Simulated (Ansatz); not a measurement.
**Work function of Zr(0001): what the settings cost and change**

How thick a slab and how much vacuum does the work function of Zr(0001) need?

Program: Ansatz 0.2.0. Level of theory: plane-wave DFT, PBE, Ansatz PAW. Results are calculated unless marked as measured.

## Step 1: The starting structure

The cell holds 1 atom: 1 Zr. Its edges and angles: a = 3.230 Å, b = 3.230 Å, c = 18.000 Å, α = 90.0°, β = 90.0°, γ = 60.0°. Vacuum lies along c.

## Step 2: Run, setting 1 layer

A work function rests on the faint tail of the density, so the SCF threshold is tight. The slab grows from one layer, at fixed mesh and 18 Å of vacuum; then the vacuum is varied on one slab.

Contents of input.yaml:

```yaml
crystal:
  lattice:
    - [3.23, 0.0, 0.0]
    - [1.615, 2.7972620542, 0.0]
    - [0.0, 0.0, 18.0]
  atoms:
    - { symbol: Zr, position: [0.6666666667, 0.6666666667, 0.5] }
kpoints:
  mp_grid: { grid: [15, 15, 1] }
hamiltonian:
  xc: pbe
scf:
  occupations: { method: fermi_dirac, width: 0.1 }
  convergence: { dr2_threshold: 1.0e-09 }
efield:
  axis: 3
  dipole_correction: true
  ramp_position: 0.97
  ramp_width: 0.06
output:
  write_potential: true
  write_density: true
  volumetric_format: npy
  elf: true
```

Launch:

```bash
$ ansatz run input.yaml --threads 2 --pin off --max-ram 3072MiB --backend cpu --events-out ev --progress --plain --runs-dir out
```

Numbers of over 12 decimals in the logs are rounded to 6 here.

The program printed:

```text
Engine: ansatz 0.2.0, x86_64-unknown-linux-gnu
Pseudopotentials: kind: paw
Pseudopotential: Zr, paw, valence charge 12, recommended cutoff 420 eV (normal), Zr.paw.azcp
Functional definition: PBE
  parameter kappa = 0.804
  parameter beta = 0.066725
  exchange = pbe_x(kappa = kappa, mu = beta*pi^2/3)
  correlation = pbe_c(beta = beta)
Crystal: 1 atoms, lattice volume = 162.633 Å³
Basis set: ecut = 420 eV, 3229 PW (Γ)
Bands: 10, of which v1, the nominal top of the filled ones, is band 6 counted from 1 (5 counted from 0)
Symmetry: 12 space group operations
k-points: 27 of 225
Non-local potential: Zr, projectors of the file, l = 0: 3, l = 1: 2, l = 2: 2, l = 3: 2
PAW form: soft (Blöchl's): semilocal exchange-correlation on the pseudo side does not see the compensation charge
PAW one-centre angular grid: Zr, 590 points (default); XC on 64 Gauss nodes
Initial density: superposition of atomic densities (neutral atoms: chi_scale 0, normalization atom), corrected by the library's trained network
Initial wavefunctions: pseudopotential atomic-orbital guess
Functional: x = pbe(κ = 0.804, μ = 0.219515), c = pbe(β = 0.066725)
SCF iter   1: F=—  HF=-4181.745859 eV  |F-HF|=—  |Δ(HF+E_count)|=         —  Δρ=5.15e-3  dr2=6.59e-2  ethr=1.77e-3  p=0.000 e·Å  D=4.43e-15 V/Å  ΔV_dip=-0.00 eV  dr2_dipole=5.37e-13  V_vac-E_F(+/−)=3.83/3.83 eV  ⟨swp⟩=4.6  Hψ=1677  notcnv=0
efield: sawtooth ramp at fractional position 0.9700 (set: `efield.ramp_position`, or a place that a band, a saddle search or an elastic batch's reference lends), width 0.0600; the density the first Hamiltonian is built on has a dipole p = 0.000 e·Å; the dipole correction subtracts the counter field D = 4.43e-15 V/Å, which shifts the + side's vacuum level by -0.00 eV against the − side's; the planar-averaged density in the ramp window peaks in size at 1.5e-5 e/Å³
preconditioner: auto → LDOS  [metal: Δε(μ)=0.036 eV  Ē_g=3.004 eV  σ=0.100 eV  W_gap=0.09  n_scr=10 (ndim 8)  ℏωp=5.8 eV  f_vac=0.698  D(μ)=3.34/eV (n_scr^D=10)  β→1.0]
SCF iter   2: F=—  HF=-4181.734513 eV  |F-HF|=—  |Δ(HF+E_count)|=   1.13e-2  Δρ=2.76e-3  dr2=9.51e-3  ethr=5.49e-4  p=-0.000 e·Å  D=-5.12e-8 V/Å  ΔV_dip=0.00 eV  dr2_dipole=2.47e-13  V_vac-E_F(+/−)=3.99/3.99 eV  ⟨swp⟩=2.9  Hψ=695  notcnv=0
SCF iter   3: F=—  HF=-4181.734336 eV  |F-HF|=—  |Δ(HF+E_count)|=   1.77e-4  Δρ=6.20e-4  dr2=7.93e-4  ethr=7.93e-5  p=-0.000 e·Å  D=-3.36e-8 V/Å  ΔV_dip=0.00 eV  dr2_dipole=6.00e-14  V_vac-E_F(+/−)=3.97/3.97 eV  ⟨swp⟩=2.7  Hψ=462  notcnv=0
SCF iter   4: F=—  HF=-4181.734502 eV  |F-HF|=—  |Δ(HF+E_count)|=   1.65e-4  Δρ=1.39e-4  dr2=2.89e-5  ethr=6.61e-6  p=-0.000 e·Å  D=-1.66e-8 V/Å  ΔV_dip=0.00 eV  dr2_dipole=1.41e-14  V_vac-E_F(+/−)=3.98/3.98 eV  ⟨swp⟩=1.6  Hψ=305  notcnv=0
SCF iter   5: F=—  HF=-4181.734522 eV  |F-HF|=—  |Δ(HF+E_count)|=   2.05e-5  Δρ=1.55e-5  dr2=3.23e-7  ethr=2.41e-7  p=-0.000 e·Å  D=-9.15e-9 V/Å  ΔV_dip=0.00 eV  dr2_dipole=2.83e-14  V_vac-E_F(+/−)=3.98/3.98 eV  ⟨swp⟩=2.1  Hψ=355  notcnv=0
SCF iter   6: F=—  HF=-4181.734461 eV  |F-HF|=—  |Δ(HF+E_count)|=   6.13e-5  Δρ=3.48e-6  dr2=2.06e-8  ethr=2.69e-9  p=0.000 e·Å  D=7.24e-9 V/Å  ΔV_dip=-0.00 eV  dr2_dipole=3.74e-15  V_vac-E_F(+/−)=3.98/3.98 eV  ⟨swp⟩=2.8  Hψ=476  notcnv=0
SCF iter   7: F=—  HF=-4181.734461 eV  |F-HF|=—  |Δ(HF+E_count)|=   9.22e-8  Δρ=8.75e-7  dr2=3.42e-9  ethr=1.72e-10  p=0.000 e·Å  D=9.49e-9 V/Å  ΔV_dip=-0.00 eV  dr2_dipole=2.61e-14  V_vac-E_F(+/−)=3.98/3.98 eV  ⟨swp⟩=3.0  Hψ=476  notcnv=0
SCF iter   8: F=-4181.734461 eV  HF=-4181.734461 eV  |F-HF|=4.02e-10  |Δ(HF+E_count)|=   2.84e-9  Δρ=1.94e-7  dr2=1.88e-10  ethr=8.33e-12  p=-0.000 e·Å  D=-6.91e-9 V/Å  ΔV_dip=0.00 eV  dr2_dipole=5.65e-14  V_vac-E_F(+/−)=3.98/3.98 eV  ⟨swp⟩=2.8  Hψ=743  notcnv=0
SCF 1 converged in 8 iterations: F = -4181.734461 eV  dr2 = 1.88e-10
  greatest PAW one-centre occupation: 0.996 electrons in one spin orbital (limit 2), on the Zr atom at site 0 (counted from 0), in its partial waves of l = 0
WARN: The output density's exchange-correlation potential varies sharply where the density is thin. Do not read a vacuum level from v_tot or v_xc, or from such a field of the output density. On a cell that repeats whose density bears no net charge and no dipole along the vacuum's axis use v_es (v_loc + v_h of the components); under efield.dipole_correction with no amplitude use v_es + v_field, which holds any externa [...]
SCF converged after 8 iterations
Free energy (F): -4181.734461 eV
Harris-Foulkes:  -4181.734461 eV  (|F-HF|=4.02e-10)
Internal energy: -4181.625016 eV  (E = F + TS)
E sigma→0 (E₀):  -4181.679738 eV
Entropy (-TS):   -0.109445 eV (-109.445 meV/atom)
Fermi energy:    -1.255030 eV
Dipole field:    D = 0.000000 V/Å  (p = 0.000000 e·Å, saw-weighted, corrected)
Work function:   Φ+ = 3.9846 eV   Φ− = 3.9847 eV
Levels:          The Fermi level and band energies are counted from a zero that moves with the ramp; work functions are not
--- Per-component energies (eV) ---
  E_band       = -280.647420
  E_kinetic    = 328.010973
  E_local      = -4155.399649  (includes V_loc(G=0)·N_el)
  E_nonlocal   = 81.759180
  E_hartree    = 1866.053375
  E_xc         = -158.300669
  E_vxc        = -186.399748  (∫ρ·V_xc dr)
  E_paw        = -2954.278267  (= ΣΔE_a)
  E_vpaw       = -80.725855  (= ΣTr[D̂ρ^β])
  E_aug_tail   = 0.000025  (compensation charges beyond the density's cutoff)
  E_efield     = 0.000000  (sawtooth field / dipole correction)
  E_vefield    = 0.000000  (∫n·V_field dr)
  E_ewald      = 810.530015
  E_smearing   = -0.109445  (= −TS)
  E_closure    = 0.000000  (closes the sum)
  Σ components = -4181.734461   (vs F -4181.734461, Δ=0.00e0)
--- Band table (eV; the first three rows and the last of 27) ---
  k-point 0: bands = ["-50.4996", "-28.6766", "-28.0650", "-28.0650", "-5.0463", "-1.4059", "-0.8128", "-0.1119", "-0.1119", "1.9441"]
  k-point 1: bands = ["-50.4961", "-28.6725", "-28.0945", "-28.0717", "-4.9149", "-1.3420", "-0.8518", "-0.2357", "-0.0015", "1.8809"]
  k-point 2: bands = ["-50.4862", "-28.6610", "-28.1771", "-28.0907", "-4.5391", "-1.1645", "-0.9780", "-0.5322", "0.3238", "1.8050"]
  k-point 26: bands = ["-50.4081", "-28.5697", "-28.5219", "-28.5219", "-1.1591", "-1.1591", "-0.9562", "-0.9562", "0.6805", "5.1714"]
```

It took 4.6 s on 2 threads of Intel Xeon 6975P-C (Granite Rapids), shared host; peak memory 0.46 GiB.

In the SCF lines HF is the Harris–Foulkes energy and dr2 the Hartree energy of the density residual, in eV; the loop may stop once dr2 is under the threshold and the program's other checks hold. Hψ counts applications of the Hamiltonian.

This step gave:

| Item | Value |
| --- | --- |
| energy at zero smearing | -4181.6797 eV |
| work function, upper face | 3.985 eV |

Running mean over 2.573 Å of the planar mean; the ramp of the sawtooth is left out. Electron's electrostatic potential energy less the Fermi level against z:

z (Å), electron's electrostatic potential energy less the Fermi level (eV) and a bar from the least value:
```
     2.88       3.98 ##############################
     3.17       3.98 ##############################
     3.60       3.98 ##############################
     3.89       3.98 ##############################
     4.18       3.98 ##############################
     4.46       3.98 ##############################
     4.90       3.96 ##############################
     5.18       3.95 ##############################
     5.47       3.91 ##############################
     5.90       3.80 ##############################
     6.19       3.65 #############################
     6.48       3.36 ############################
     6.91       2.43 ##########################
     7.20       1.15 #######################
     7.49      -0.84 ##################
     7.78      -3.26 ############
     8.21      -6.45 ####
     8.50      -7.70 #
     8.78      -8.27 
     9.22      -8.27 
     9.50      -7.70 #
     9.79      -6.45 ####
    10.22      -3.26 ############
    10.51      -0.84 ##################
    10.80       1.15 #######################
    11.09       2.43 ##########################
    11.52       3.36 ############################
    11.81       3.65 #############################
    12.10       3.80 ##############################
    12.53       3.91 ##############################
    12.82       3.95 ##############################
    13.10       3.96 ##############################
    13.54       3.98 ##############################
    13.82       3.98 ##############################
    14.11       3.98 ##############################
    14.40       3.98 ##############################
    14.83       3.98 ##############################
    15.12       3.98 ##############################
```

ELF in the ca plane at fractional y = 0.667, with atoms of Zr within 0.2 Å of it. It is the smooth field of the valence electrons, not physical close to the nuclei.

Values, 5 rows by 16 columns, each cell a mean:
```
0.00 0.00 0.00 0.00 0.00 0.02 0.07 0.46 0.55 0.08 0.03 0.00 0.00 0.00 0.00 0.00
0.00 0.00 0.00 0.00 0.00 0.01 0.01 0.52 0.54 0.03 0.01 0.00 0.00 0.00 0.00 0.00
0.00 0.00 0.00 0.00 0.00 0.02 0.07 0.47 0.56 0.08 0.03 0.00 0.00 0.00 0.00 0.00
0.00 0.00 0.00 0.00 0.00 0.06 0.32 0.29 0.26 0.35 0.09 0.01 0.00 0.00 0.00 0.00
0.00 0.00 0.00 0.00 0.00 0.06 0.33 0.30 0.26 0.37 0.10 0.01 0.00 0.00 0.00 0.00
```
Columns run along c (18.0 Å), rows up along a (3.2 Å). Atoms in or near the plane, at fractional coordinates: Zr at (0.50, 0.67).

Valence density in the ca plane at fractional y = 0.667, with atoms of Zr within 0.2 Å of it. It is the smooth field of the valence electrons, not physical close to the nuclei.

Values in e/Å³, 5 rows by 16 columns, each cell a mean:
```
0.0 0.0 0.0 0.0 0.0 0.0 0.0 1.1 1.5 0.1 0.0 0.0 0.0 0.0 0.0 0.0
0.0 0.0 0.0 0.0 0.0 0.0 0.0 2.2 2.7 0.1 0.0 0.0 0.0 0.0 0.0 0.0
0.0 0.0 0.0 0.0 0.0 0.0 0.0 1.2 1.6 0.1 0.0 0.0 0.0 0.0 0.0 0.0
0.0 0.0 0.0 0.0 0.0 0.0 0.0 0.2 0.2 0.0 0.0 0.0 0.0 0.0 0.0 0.0
0.0 0.0 0.0 0.0 0.0 0.0 0.0 0.2 0.2 0.0 0.0 0.0 0.0 0.0 0.0 0.0
```
Columns run along c (18.0 Å), rows up along a (3.2 Å). Atoms in or near the plane, at fractional coordinates: Zr at (0.50, 0.67).

Electrostatic potential energy in the ca plane at fractional y = 0.667, with atoms of Zr within 0.2 Å of it. With pseudopotentials it is smooth inside the atoms' cores, unlike the true potential.

Ten even steps from '0' (-38 eV) to '9' (3 eV), each cell a mean:
```
99999999999999999998621478999999999999999999
99999999999999999986200048999999999999999999
99999999999999999986000037999999999999999999
99999999999999999987200058999999999999999999
99999999999999999998632478999999999999999999
99999999999999999999877899999999999999999999
99999999999999999999988999999999999999999999
99999999999999999999877889999999999999999999
```
Columns run along c (18.0 Å; values clipped at the 3rd and 97th percentile), rows up along a (3.2 Å). Atoms in or near the plane, at fractional coordinates: Zr at (0.50, 0.67).

The work function is 3.985 eV.

## Step 3: Slab, 2 atoms

System of this step: Zr(0001). The cell holds 2 atoms: 2 Zr. Its edges and angles: a = 3.230 Å, b = 3.230 Å, c = 20.573 Å, α = 90.0°, β = 90.0°, γ = 60.0°. Vacuum lies along c.

input.yaml, the sections that differ from step 2:

```yaml
crystal:
  lattice:
    - [3.23, 0.0, 0.0]
    - [1.615, 2.7972620542, 0.0]
    - [0.0, 0.0, 20.572695]
  atoms:
    - { symbol: Zr, position: [0.6666666667, 0.6666666667, 0.4374730681] }
    - { symbol: Zr, position: [0.0, 0.0, 0.5625269319] }
output:
  write_potential: true
  write_density: true
  volumetric_format: npy
# kpoints, hamiltonian, scf, efield: as in step 2
```

The program printed:

```text
[...]
Crystal: 2 atoms, lattice volume = 185.878 Å³
Basis set: ecut = 420 eV, 3693 PW (Γ)
Bands: 16, of which v1, the nominal top of the filled ones, is band 12 counted from 1 (11 counted from 0)
Symmetry: 6 space group operations
k-points: 27 of 225 (time reversal used)
[...]
k-point 0: bands = [... 8 lower, -4.1724, -2.7713, 0.3490, 0.7744, 1.2687, 1.3918, 1.3918, 1.6156]
  k-point 1: bands = [... 8 lower, -4.0488, -2.6440, 0.3260, 0.7988, 1.1244, 1.3227, 1.4978, 1.5475]
  k-point 2: bands = [... 8 lower, -3.6964, -2.2861, 0.2222, 0.6440, 0.9041, 1.2318, 1.4443, 1.7958]
  k-point 26: bands = [... 8 lower, -0.9272, -0.3140, -0.3140, 0.4733, 0.7307, 0.7307, 0.8159, 3.0959]
[key lines of the parts left out:]
SCF converged after 8 iterations
Free energy (F): -8365.885555 eV
Fermi energy:    0.503258 eV
Dipole field:    D = -0.000000 V/Å  (p = -0.000000 e·Å, saw-weighted, corrected)
Work function:   Φ+ = 4.2170 eV   Φ− = 4.2170 eV
```

Elapsed: 7.1 s, on 2 threads; peak memory 0.46 GiB.

The work function is 4.217 eV, +0.232 eV from the run “1 layer”, at 1.7 times its CPU time.

## Step 4: Slab, 3 atoms

System of this step: Zr(0001). The cell holds 3 atoms: 3 Zr. Its edges and angles: a = 3.230 Å, b = 3.230 Å, c = 23.145 Å, α = 90.0°, β = 90.0°, γ = 60.0°. Vacuum lies along c.

input.yaml, the sections that differ from step 3:

```yaml
crystal:
  lattice:
    - [3.23, 0.0, 0.0]
    - [1.615, 2.7972620542, 0.0]
    - [0.0, 0.0, 23.14539]
  atoms:
    - { symbol: Zr, position: [0.0, 0.0, 0.3888463318] }
    - { symbol: Zr, position: [0.6666666667, 0.6666666667, 0.5] }
    - { symbol: Zr, position: [0.0, 0.0, 0.6111536682] }
# kpoints, hamiltonian, scf, efield, output: as in step 3
```

The program printed:

```text
[...]
Crystal: 3 atoms, lattice volume = 209.122 Å³
Basis set: ecut = 420 eV, 4121 PW (Γ)
Bands: 22, of which v1, the nominal top of the filled ones, is band 18 counted from 1 (17 counted from 0)
Symmetry: 6 space group operations
k-points: 27 of 225 (time reversal used)
[...]
k-point 0: bands = [... 14 lower, -1.0150, 1.9420, 2.0505, 2.7785, 2.9087, 2.9363, 2.9363, 2.9400, ... 4 higher]
  k-point 1: bands = [... 14 lower, -0.8917, 1.9553, 1.9957, 2.6518, 2.6546, 2.9303, 2.9374, 3.0284, ... 4 higher]
  k-point 2: bands = [... 14 lower, -0.5482, 1.7998, 1.9133, 2.3022, 2.3187, 2.7296, 2.9929, 3.2587, ... 4 higher]
  k-point 26: bands = [... 14 lower, 0.9212, 1.3327, 1.3588, 2.0237, 2.1577, 2.1990, 2.2382, 2.3720, ... 4 higher]
[key lines of the parts left out:]
SCF converged after 9 iterations
Free energy (F): -12549.752440 eV
Fermi energy:    1.991324 eV
Dipole field:    D = 0.000006 V/Å  (p = 0.000007 e·Å, saw-weighted, corrected)
Work function:   Φ+ = 4.1964 eV   Φ− = 4.1965 eV
```

It took 13 s on 2 threads; peak memory 0.48 GiB; 22 s of CPU time.

The work function is 4.196 eV, -0.021 eV from the run “2 layers”, at 1.9 times its CPU time.

## Step 5: Slab, 4 atoms

System of this step: Zr(0001). The cell holds 4 atoms: 4 Zr. Cell: a = 3.230 Å, b = 3.230 Å, c = 25.718 Å, α = 90.0°, β = 90.0°, γ = 60.0°. Vacuum lies along c.

input.yaml, the sections that differ from step 4:

```yaml
crystal:
  lattice:
    - [3.23, 0.0, 0.0]
    - [1.615, 2.7972620542, 0.0]
    - [0.0, 0.0, 25.718085]
  atoms:
    - { symbol: Zr, position: [0.6666666667, 0.6666666667, 0.3499482951] }
    - { symbol: Zr, position: [0.0, 0.0, 0.449982765] }
    - { symbol: Zr, position: [0.6666666667, 0.6666666667, 0.550017235] }
    - { symbol: Zr, position: [0.0, 0.0, 0.6500517049] }
# kpoints, hamiltonian, scf, efield, output: as in step 4
```

The program printed:

```text
[...]
Crystal: 4 atoms, lattice volume = 232.367 Å³
Basis set: ecut = 420 eV, 4609 PW (Γ)
Bands: 29, of which v1, the nominal top of the filled ones, is band 24 counted from 1 (23 counted from 0)
Symmetry: 6 space group operations
k-points: 27 of 225 (time reversal used)
[...]
k-point 0: bands = [... 20 lower, 3.0800, 3.2723, 3.6430, 4.0352, 4.0472, 4.0472, 4.0925, 4.0925, ... 6 higher]
  k-point 1: bands = [... 20 lower, 3.0368, 3.2853, 3.5003, 3.7987, 3.9317, 3.9553, 4.1403, 4.1659, ... 6 higher]
  k-point 2: bands = [... 20 lower, 2.8596, 3.0747, 3.3687, 3.4233, 3.5959, 3.6760, 4.0761, 4.3592, ... 6 higher]
  k-point 26: bands = [... 20 lower, 2.1439, 2.4807, 2.4807, 3.2781, 3.2781, 3.3441, 3.3796, 3.5079, ... 6 higher]
[key lines of the parts left out:]
SCF converged after 9 iterations
Free energy (F): -16733.546838 eV
Fermi energy:    3.213469 eV
Dipole field:    D = 0.000000 V/Å  (p = 0.000000 e·Å, saw-weighted, corrected)
Work function:   Φ+ = 4.1803 eV   Φ− = 4.1803 eV
```

Elapsed: 19 s, on 2 threads; peak memory 0.57 GiB.

The work function is 4.180 eV, -0.016 eV from the run “3 layers”, at 1.5 times its CPU time.

## Step 6: Run, 5 atoms

System of this step: Zr(0001). The cell holds 5 atoms: 5 Zr. Its edges and angles: a = 3.230 Å, b = 3.230 Å, c = 28.291 Å, α = 90.0°, β = 90.0°, γ = 60.0°. Vacuum lies along c.

input.yaml, the sections that differ from step 5:

```yaml
crystal:
  lattice:
    - [3.23, 0.0, 0.0]
    - [1.615, 2.7972620542, 0.0]
    - [0.0, 0.0, 28.29078]
  atoms:
    - { symbol: Zr, position: [0.0, 0.0, 0.3181248449] }
    - { symbol: Zr, position: [0.6666666667, 0.6666666667, 0.4090624225] }
    - { symbol: Zr, position: [0.0, 0.0, 0.5] }
    - { symbol: Zr, position: [0.6666666667, 0.6666666667, 0.5909375775] }
    - { symbol: Zr, position: [0.0, 0.0, 0.6818751551] }
# kpoints, hamiltonian, scf, efield, output: as in step 5
```

The program printed:

```text
[...]
Crystal: 5 atoms, lattice volume = 255.612 Å³
Basis set: ecut = 420 eV, 5099 PW (Γ)
Bands: 36, of which v1, the nominal top of the filled ones, is band 30 counted from 1 (29 counted from 0)
Symmetry: 6 space group operations
k-points: 27 of 225 (time reversal used)
[...]
k-point 0: bands = [... 26 lower, 4.1137, 4.6247, 4.6693, 4.9803, 4.9803, 5.0100, 5.0100, 5.0881, ... 8 higher]
  k-point 1: bands = [... 26 lower, 4.1027, 4.4750, 4.5901, 4.7849, 4.8429, 4.9711, 4.9887, 5.0757, ... 8 higher]
  k-point 2: bands = [... 26 lower, 3.9551, 4.1550, 4.3976, 4.4006, 4.5563, 4.7050, 4.8045, 5.2374, ... 8 higher]
  k-point 26: bands = [... 26 lower, 3.1068, 3.4333, 3.4388, 4.1891, 4.2684, 4.3246, 4.3290, 4.3470, ... 8 higher]
[key lines of the parts left out:]
SCF converged after 10 iterations
Free energy (F): -20917.410101 eV
Fermi energy:    4.188190 eV
Dipole field:    D = -0.000000 V/Å  (p = -0.000001 e·Å, saw-weighted, corrected)
Work function:   Φ+ = 4.2058 eV   Φ− = 4.2058 eV
```

Elapsed: 23 s, on 2 threads; peak memory 0.67 GiB; 41 s of CPU time.

The work function is 4.206 eV, +0.026 eV from the run “4 layers”, at 1.2 times its CPU time.

(Continued in part 2 of 2.)

[Logs are printed without paths, hosts, clocks, repeated set-up lines and the standing remarks that a program may print on its own settings, such as how far it seeks lower states.]

[Hosts, paths, dates, database ids (printed as entryN), source tags and the programs' standing remarks are cut or masked in the printed files.]

[Maps of the electrostatic potential energy from Ansatz leave out the sawtooth potential of an applied field or a dipole correction, so their vacuum need not be flat; planar profiles and work functions include it.]
